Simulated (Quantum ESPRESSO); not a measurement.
## Aluminum (Fm-3m): electron-phonon coupling

Aim: phonons of metallic Aluminum (Fm-3m) and how strongly they couple to the electrons.

Main program and level: Quantum ESPRESSO 7.5; DFT LDA, scalar-relativistic, plane waves, PseudoDojo norm-conserving pseudopotentials.

## Step 1: The structure

Symmetry: Fm-3m, No. 225, cubic system. Conventional cell: a = 4.050 Å, b = 4.050 Å, c = 4.050 Å, α = 90.00°, β = 90.00°, γ = 90.00°. Nearest to Al lie 12 Al at 2.86 Å.

## Step 2: A probe with smearing

Before anything dear is run, a loose run with smearing shows whether this is a metal and how far the cell is from rest.

probe.in

```
&CONTROL
  calculation = 'scf'
  prefix      = 'x'
  outdir      = './tmp'
  pseudo_dir  = './pseudo'
  tprnfor     = .true.
  tstress     = .true.
  verbosity   = 'high'
/
&SYSTEM
  ibrav       = 0
  nat         = 1
  ntyp        = 1
  ecutwfc     = 44.0
  occupations = 'smearing'
  smearing    = 'gaussian'
  degauss     = 0.01
/
&ELECTRONS
  conv_thr         = 1.0d-07
  mixing_beta      = 0.7
  electron_maxstep = 100
/
ATOMIC_SPECIES
 Al     26.9815  Al.upf
CELL_PARAMETERS angstrom
     0.000000000    2.024805000    2.024805000
     2.024805000    0.000000000    2.024805000
     2.024805000    2.024805000    0.000000000
ATOMIC_POSITIONS crystal
 Al     0.000000000   0.000000000   0.000000000
K_POINTS automatic
 8 8 8 0 0 0
```

Command:

```bash
> OMP_NUM_THREADS=1 mpirun -n 4 pw.x -nk 4 -in probe.in > probe.out
```

The log of the run:

```text
[banners, grids, parts of the stress and lines that vanish by symmetry left out]
Program PWSCF v.7.5
     Message from routine setup:
     using ibrav=0 with symmetry is DISCOURAGED, use correct ibrav instead
[...]
kinetic-energy cutoff     =      44.0000  Ry
     charge density cutoff     =     176.0000  Ry
     scf convergence threshold =      1.0E-07
[...]
Exchange-correlation= SLA  PW   NOGX NOGC
                           (   1   4   0   0   0   0   0)
[...]
48 Sym. Ops., with inversion, found
[...]
(     0          1          0      )
                  (     0          0          1      )
[...]
( -0.0000000  1.0000000  0.0000000 )
                  ( -0.0000000  0.0000000  1.0000000 )
[...]
(     1          0         -1      )
                  (     0          0         -1      )
[...]
(  1.0000000 -0.0000000 -0.0000000 )
                  (  0.0000000 -1.0000000 -0.0000000 )
[...]
(    -1          1          0      )
                  (     0          1         -1      )
[...]
( -1.0000000  0.0000000 -0.0000000 )
                  ( -0.0000000  1.0000000 -0.0000000 )
[...]
number of k points=    29  Gaussian smearing, width (Ry)=  0.0100
[...]
End of self-consistent calculation
[...]
the Fermi energy is     7.6855 ev
!    total energy              =      -4.72526795 Ry
[...]
convergence has been achieved in   4 iterations
[...]
atom    1 type  1   force =     0.00000000    0.00000000    0.00000000
[...]
Total force =     0.000000     Total SCF correction =     0.000000
[...]
total   stress  (Ry/bohr**3)                   (kbar)     P=      -39.68
[...]
XML data file, charge density, pseudopotentials, collected wavefunctions

   JOB DONE.
```

Wall time 4.4 s (4 MPI ranks of Intel Xeon at 2.50GHz (Skylake/Cascade Lake), shared host); 11 s of CPU time.

Numbers from this step:

- volume per atom: 16.60 Å³
- pressure: -3.968 GPa
- gap on the k-mesh: 0 eV

No gap opens on this mesh, so smearing is kept; the start stands at -4.0 GPa.

## Step 3: Relaxation

The relaxation runs at a cutoff a fifth above that of the response, since stress converges more slowly with the basis than frequencies do. Forces and stress are brought to rest with tight thresholds.

relax.in

```
&CONTROL
  calculation   = 'vc-relax'
  prefix        = 'x'
  outdir        = './tmp'
  pseudo_dir    = './pseudo'
  tprnfor       = .true.
  tstress       = .true.
  forc_conv_thr = 2.0d-05
  etot_conv_thr = 1.0d-07
  nstep         = 40
/
&SYSTEM
  ibrav       = 0
  nat         = 1
  ntyp        = 1
  ecutwfc     = 53
  occupations = 'smearing'
  smearing    = 'mv'
  degauss     = 0.02
/
&ELECTRONS
  conv_thr         = 1.0d-11
  mixing_beta      = 0.7
  electron_maxstep = 100
/
&IONS
/
&CELL
  press_conv_thr = 0.2
/
ATOMIC_SPECIES
 Al     26.9815  Al.upf
CELL_PARAMETERS angstrom
     0.000000000    2.024805000    2.024805000
     2.024805000    0.000000000    2.024805000
     2.024805000    2.024805000    0.000000000
ATOMIC_POSITIONS crystal
 Al     0.000000000   0.000000000   0.000000000
K_POINTS automatic
 16 16 16 0 0 0
```

Command:

```bash
> OMP_NUM_THREADS=1 mpirun -n 4 pw.x -nk 4 -in relax.in > relax.out
```

The log of the run:

```text
[banners, grids, parts of the stress and lines that vanish by symmetry left out]
[banner, memory and clock lines left out]
Program PWSCF v.7.5

[...]
kinetic-energy cutoff     =      53.0000  Ry
     charge density cutoff     =     212.0000  Ry
     scf convergence threshold =      1.0E-11
[...]
energy convergence thresh.=      1.0E-07
     force convergence thresh. =      2.0E-05
     press convergence thresh. =      2.0E-01
     Exchange-correlation= SLA  PW   NOGX NOGC
                           (   1   4   0   0   0   0   0)
[...]
48 Sym. Ops., with inversion, found
[...]
number of k points=   145  Marzari-Vanderbilt smearing, width (Ry)=  0.0200
[...]
End of self-consistent calculation
[...]
the Fermi energy is     7.6819 ev
!    total energy              =      -4.72590957 Ry
[...]
convergence has been achieved in   6 iterations
[...]
atom    1 type  1   force =     0.00000000    0.00000000    0.00000000
     Total force =     0.000000     Total SCF correction =     0.000000
[...]
total   stress  (Ry/bohr**3)                   (kbar)     P=      -39.53
[...]
number of bfgs steps    =   0
[...]
CELL_PARAMETERS (angstrom)
[...]
ATOMIC_POSITIONS (crystal)
Al               0.0000000000        0.0000000000        0.0000000000
[...]
New effective cutoffs (rho, wfc):  213.18   53.71
[...]
End of self-consistent calculation
[...]
the Fermi energy is     7.8918 ev
!    total energy              =      -4.72640882 Ry
[...]
convergence has been achieved in   4 iterations
[...]
atom    1 type  1   force =     0.00000000    0.00000000    0.00000000
     Total force =     0.000000     Total SCF correction =     0.000000
[...]
total   stress  (Ry/bohr**3)                   (kbar)     P=      -25.69
[...]
number of bfgs steps    =   1
[...]
CELL_PARAMETERS (angstrom)
[...]
ATOMIC_POSITIONS (crystal)
Al               0.0000000000        0.0000000000        0.0000000000
[...]
New effective cutoffs (rho, wfc):  217.57   54.81
[...]
End of self-consistent calculation
[...]
the Fermi energy is     8.2140 ev
!    total energy              =      -4.72672814 Ry
[...]
convergence has been achieved in   5 iterations
[...]
atom    1 type  1   force =     0.00000000    0.00000000    0.00000000
     Total force =     0.000000     Total SCF correction =     0.000000
[...]
total   stress  (Ry/bohr**3)                   (kbar)     P=       -2.02
[...]
number of bfgs steps    =   2
[...]
CELL_PARAMETERS (angstrom)
[...]
ATOMIC_POSITIONS (crystal)
Al               0.0000000000        0.0000000000        0.0000000000
[...]
New effective cutoffs (rho, wfc):  217.94   54.91
[...]
End of self-consistent calculation
[...]
the Fermi energy is     8.2412 ev
!    total energy              =      -4.72672990 Ry
[...]
convergence has been achieved in   4 iterations
[...]
atom    1 type  1   force =     0.00000000    0.00000000    0.00000000
     Total force =     0.000000     Total SCF correction =     0.000000
[...]
total   stress  (Ry/bohr**3)                   (kbar)     P=        0.13
[...]
number of bfgs steps    =   3
[...]
CELL_PARAMETERS (angstrom)
[...]
ATOMIC_POSITIONS (crystal)
Al               0.0000000000        0.0000000000        0.0000000000
[...]
New effective cutoffs (rho, wfc):  217.92   54.90
[...]
End of self-consistent calculation
[...]
the Fermi energy is     8.2396 ev
!    total energy              =      -4.72672991 Ry
[...]
convergence has been achieved in   3 iterations
[...]
atom    1 type  1   force =     0.00000000    0.00000000    0.00000000
     Total force =     0.000000     Total SCF correction =     0.000000
[...]
total   stress  (Ry/bohr**3)                   (kbar)     P=       -0.00
[...]
bfgs converged in   5 scf cycles and   4 bfgs steps
[...]
End of BFGS Geometry Optimization
     Final enthalpy           =      -4.7267299075 Ry
     File ./tmp/x.bfgs deleted, as requested
[...]
CELL_PARAMETERS (angstrom)
[...]
ATOMIC_POSITIONS (crystal)
Al               0.0000000000        0.0000000000        0.0000000000
[...]
Final scf calculation at the relaxed structure.
[...]
kinetic-energy cutoff     =      53.0000  Ry
     charge density cutoff     =     212.0000  Ry
     scf convergence threshold =      1.0E-13
[...]
press convergence thresh. =      2.0E-01
     Exchange-correlation= SLA  PW   NOGX NOGC
                           (   1   4   0   0   0   0   0)
[...]
48 Sym. Ops., with inversion, found
[...]
number of k points=   145  Marzari-Vanderbilt smearing, width (Ry)=  0.0200
[...]
c_bands:  4 eigenvalues not converged
     c_bands:  2 eigenvalues not converged
     c_bands:  3 eigenvalues not converged
     c_bands:  1 eigenvalues not converged
[...]
c_bands:  3 eigenvalues not converged
[...]
c_bands:  1 eigenvalues not converged
[...]
End of self-consistent calculation
[...]
the Fermi energy is     8.2397 ev
!    total energy              =      -4.72672793 Ry
[...]
convergence has been achieved in   7 iterations
[...]
atom    1 type  1   force =     0.00000000    0.00000000    0.00000000
     Total force =     0.000000     Total SCF correction =     0.000000
[...]
total   stress  (Ry/bohr**3)                   (kbar)     P=       -0.02
[...]
XML data file, charge density, pseudopotentials, collected wavefunctions
```

Elapsed: 46 s, on 4 MPI ranks; 2 min of CPU time.

The steps of the relaxation:

```csv
step,energy less that of the first step (eV),largest force (eV/Å),pressure (GPa),volume (Å³)
1,0.0000,0.0000,-3.95,16.60
2,-0.0068,0.0000,-2.57,16.27
3,-0.0111,0.0000,-0.20,15.78
4,-0.0112,0.0000,0.01,15.74
5,-0.0112,0.0000,0.00,15.74
6,-0.0111,0.0000,0.00,15.74
```

```csv
"conventional cell, symmetrised",before,after,change
a (Å),4.050,3.978,-1.8 %
b (Å),4.050,3.978,-1.8 %
c (Å),4.050,3.978,-1.8 %
volume (Å³/atom),16.60,15.74,-5.2 %
```

The relaxed structure:

```xyz
1
Lattice="0.0000 1.9892 1.9892 1.9892 0.0000 1.9892 1.9892 1.9892 0.0000" Properties=species:S:1:pos:R:3 pbc="T T T"
Al    0.0000    0.0000    0.0000
```

The last row of the table of steps is pw.x's closing run on a basis chosen anew for the final cell, so its energy can jump.

Numbers from this step:

- volume per atom: 15.74 Å³
- pressure: -0.002 GPa

The volume changes by -5.2 % from the cell with which this run began.

## Step 4: Ground state

Perturbation theory inherits every error of the wavefunctions, so the threshold is set near the limit of the arithmetic. Smearing stays on, as the first look found no gap above 0.3 eV.

scf.in

```
&CONTROL
  calculation = 'scf'
  prefix      = 'x'
  outdir      = './tmp'
  pseudo_dir  = './pseudo'
  tprnfor     = .true.
  tstress     = .true.
/
&SYSTEM
  ibrav       = 0
  nat         = 1
  ntyp        = 1
  ecutwfc     = 44.0
  occupations = 'smearing'
  smearing    = 'mv'
  degauss     = 0.02
/
&ELECTRONS
  conv_thr         = 1.0d-12
  mixing_beta      = 0.7
  electron_maxstep = 100
/
ATOMIC_SPECIES
 Al     26.9815  Al.upf
CELL_PARAMETERS angstrom
     0.000000000    1.989201258    1.989201258
     1.989201258    0.000000000    1.989201258
     1.989201258    1.989201258    0.000000000
ATOMIC_POSITIONS crystal
 Al     0.000000000   0.000000000   0.000000000
K_POINTS automatic
 16 16 16 0 0 0
```

Command:

```bash
> OMP_NUM_THREADS=1 mpirun -n 4 pw.x -nk 4 -in scf.in > scf.out
```

The log of the run:

```text
[banners, grids, parts of the stress and lines that vanish by symmetry left out]
[banner, memory and clock lines left out]
Program PWSCF v.7.5

[...]
kinetic-energy cutoff     =      44.0000  Ry
     charge density cutoff     =     176.0000  Ry
     scf convergence threshold =      1.0E-12
[...]
Exchange-correlation= SLA  PW   NOGX NOGC
                           (   1   4   0   0   0   0   0)
[...]
48 Sym. Ops., with inversion, found
[...]
number of k points=   145  Marzari-Vanderbilt smearing, width (Ry)=  0.0200
[...]
End of self-consistent calculation
[...]
the Fermi energy is     8.2399 ev
!    total energy              =      -4.72670058 Ry
[...]
convergence has been achieved in   6 iterations
[...]
atom    1 type  1   force =     0.00000000    0.00000000    0.00000000
     Total force =     0.000000     Total SCF correction =     0.000000
[...]
total   stress  (Ry/bohr**3)                   (kbar)     P=        0.07
[...]
XML data file, charge density, pseudopotentials, collected wavefunctions
```

Run time: 19 s. Hardware: 4 MPI ranks; 41 s of CPU time.

Read from the output:

```yaml
pressure: 0.007000 GPa
```

The cell stands at 0.0070 GPa, close enough for phonons.

## Step 5: Levels on a dense mesh

The coupling is a sum over pairs of states at the Fermi level and needs a much denser mesh than the density does.

scf_fit.in, as its differences from scf.in of step 4:

```diff
@@ -16,5 +16,6 @@
   degauss     = 0.02
+  la2F        = .true.
 /
 &ELECTRONS
-  conv_thr         = 1.0d-12
+  conv_thr         = 1.0d-10
   mixing_beta      = 0.7
@@ -31,2 +32,2 @@
 K_POINTS automatic
- 16 16 16 0 0 0
+ 32 32 32 0 0 0
```

Command:

```bash
> OMP_NUM_THREADS=1 mpirun -n 4 pw.x -nk 4 -in scf_fit.in > scf_fit.out
```

The log of the run:

```text
[banners, grids, parts of the stress and lines that vanish by symmetry left out]
[banner, memory and clock lines left out]
Program PWSCF v.7.5

[...]
kinetic-energy cutoff     =      44.0000  Ry
     charge density cutoff     =     176.0000  Ry
     scf convergence threshold =      1.0E-10
[...]
Exchange-correlation= SLA  PW   NOGX NOGC
                           (   1   4   0   0   0   0   0)
[...]
48 Sym. Ops., with inversion, found
[...]
number of k points=   897  Marzari-Vanderbilt smearing, width (Ry)=  0.0200
[...]
c_bands:  1 eigenvalues not converged
     c_bands:  1 eigenvalues not converged
     c_bands:  1 eigenvalues not converged
[...]
c_bands:  1 eigenvalues not converged
[...]
c_bands:  1 eigenvalues not converged
[...]
c_bands:  1 eigenvalues not converged
[...]
End of self-consistent calculation
[...]
the Fermi energy is     8.2065 ev
!    total energy              =      -4.72632793 Ry
[...]
convergence has been achieved in   5 iterations
[...]
atom    1 type  1   force =     0.00000000    0.00000000    0.00000000
     Total force =     0.000000     Total SCF correction =     0.000000
[...]
total   stress  (Ry/bohr**3)                   (kbar)     P=       -0.18
[...]
XML data file, charge density, pseudopotentials, collected wavefunctions
```

Run time: 42 s. Hardware: 4 MPI ranks.

This step gave:

```
pressure : -0.018 GPa
```

## Step 6: Ground state

The run on the dense mesh left its levels for the electron-phonon sums; ph.x needs the ground state on the coarse mesh, so pw.x runs once more in the same folder.

scf.in is that of step 4.

Command:

```bash
> OMP_NUM_THREADS=1 mpirun -n 4 pw.x -nk 4 -in scf.in > scf.out
```

The log of the run:

```text
[banners, grids, parts of the stress and lines that vanish by symmetry left out]
[banner, memory and clock lines left out]
Program PWSCF v.7.5

[...]
kinetic-energy cutoff     =      44.0000  Ry
     charge density cutoff     =     176.0000  Ry
     scf convergence threshold =      1.0E-12
[...]
Exchange-correlation= SLA  PW   NOGX NOGC
                           (   1   4   0   0   0   0   0)
[...]
48 Sym. Ops., with inversion, found
[...]
number of k points=   145  Marzari-Vanderbilt smearing, width (Ry)=  0.0200
[...]
End of self-consistent calculation
[...]
the Fermi energy is     8.2399 ev
!    total energy              =      -4.72670058 Ry
[...]
convergence has been achieved in   6 iterations
[...]
atom    1 type  1   force =     0.00000000    0.00000000    0.00000000
     Total force =     0.000000     Total SCF correction =     0.000000
[...]
total   stress  (Ry/bohr**3)                   (kbar)     P=        0.07
[...]
XML data file, charge density, pseudopotentials, collected wavefunctions
```

Elapsed: 22 s, on 4 MPI ranks; 41 s of CPU time.

This step gave:

- pressure: 0.007000 GPa

(Part 1 of 3 ends here.)

[Host names and launcher messages were left out of these logs when they were recorded.]

[Logs are printed without paths, hosts, clocks, repeated set-up lines and the standing remarks that a program may print on its own settings, such as how far it seeks lower states.]

[Hosts, paths, dates, database ids (printed as entryN), source tags and the programs' standing remarks are cut or masked in the printed files.]
